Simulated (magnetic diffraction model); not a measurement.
## Solving a magnetic structure from powder neutron data: Sr3Al9FeSi5

Space group P-62m (no. 189), a = 7.1220 Å, c = 8.4090 Å.

| site | atom | x | y | z |
| --- | --- | --- | --- | --- |
| 3g | Sr | 0 | 0.4289 | 1/2 |
| 1a | Fe | 0 | 0 | 0 |
| 4h | Si | 2/3 | 1/3 | 0.7362 |
| 1b | Si | 0 | 0 | 1/2 |
| 3f | Al | 0 | 0.3857 | 0 |
| 6i | Al | 0 | 0.7580 | 0.7685 |

The compound is invented for this exercise: a known structure type with other elements, its cell scaled to their sizes and not relaxed.

Only Fe is taken to order (form factors of Fe2+); orders and moment sizes are assumed, and not adapted to the symmetry. Radiation: neutrons of λ = 1.909 Å, 5° to 45°; isotropic B of 0.71 Å² (Sr), 0.77 Å² (Fe), 0.99 Å² (Si) and 0.69 Å² (Al). Simulated constant-wavelength pattern: nuclear and magnetic terms add, the magnetic one as |2.695 fm × Σ f S⊥ exp(2πi Q·r) exp(−B s²)|², summed over all Q at one angle with the factor 1/(sin²θ cos θ). For collinear order S is the moment m, which repeats by lattice and centring translations R with the sign exp(−2πi k·R). Free-ion form factors, Sears's scattering lengths of 1992, no absorption; a label names one of the reflections at its angle. The strongest nuclear line in the range is 100, and lines under 0.2 are left out.

Above the ordering temperature:

| 2θ (°) | index | I |
| --- | --- | --- |
| 13.04 | (0 0 1) | 2.7 |
| 17.80 | (1 0 0) | 6.8 |
| 22.13 | (1 0 1) | 34.0 |
| 26.24 | (0 0 2) | 2.5 |
| 31.10 | (1 1 0) | 12.0 |
| 31.89 | (1 0 2) | 6.8 |
| 33.85 | (1 1 1) | 9.1 |
| 36.06 | (2 0 0) | 19.8 |
| 38.50 | (2 0 1) | 3.9 |
| 39.82 | (0 0 3) | 1.1 |
| 41.13 | (1 1 2) | 100.0 |
| 43.93 | (1 0 3) | 1.6 |

Below it (cell unchanged):

```tsv
2θ (°)	I
13.04	2.7
17.80	15.1
22.13	40.6
26.24	2.5
31.10	14.2
31.89	8.1
33.85	12.0
36.06	21.2
38.50	6.0
39.82	1.1
41.13	101.1
43.93	1.9
```

**Question.** Find the propagation vector, then choose among these models:
A. collinear moments along [001], 2.42 μB on Fe
B. collinear moments along [101], 2.42 μB on Fe
C. collinear moments along [100], 2.42 μB on Fe

No line moves, and magnetic intensity falls on nuclear lines such as the one at 17.80°, so the magnetic cell equals the chemical primitive cell: k = 0.

Magnetic intensity, observed (below minus above) and for each model:

| 2θ (°) | index | observed | A | B | C |
| --- | --- | --- | --- | --- | --- |
| 13.04 | (0 0 1) | <0.2 | <0.2 | 2.3 | 5.5 |
| 17.80 | (1 0 0) | 8.3 | 8.3 | 6.6 | 4.2 |
| 26.24 | (0 0 2) | <0.2 | <0.2 | 0.5 | 1.1 |
| 31.10 | (1 1 0) | 2.2 | 2.2 | 1.7 | 1.1 |
| 31.89 | (1 0 2) | 1.3 | 1.3 | 2.2 | 3.4 |
| 33.85 | (1 1 1) | 2.9 | 2.9 | 2.5 | 2.0 |
| 38.50 | (2 0 1) | 2.1 | 2.1 | 1.8 | 1.3 |
| 43.93 | (1 0 3) | 0.3 | 0.3 | 0.8 | 1.4 |

Model A matches.

The absence at (0 0 1) is telling: Q lies along the moments there, so the part normal to Q vanishes.

The structure used: k = (0 0 0), collinear moments along [001], 2.42 μB on Fe.

[Logs are printed without paths, hosts, clocks, repeated set-up lines and the standing remarks that a program may print on its own settings, such as how far it seeks lower states.]
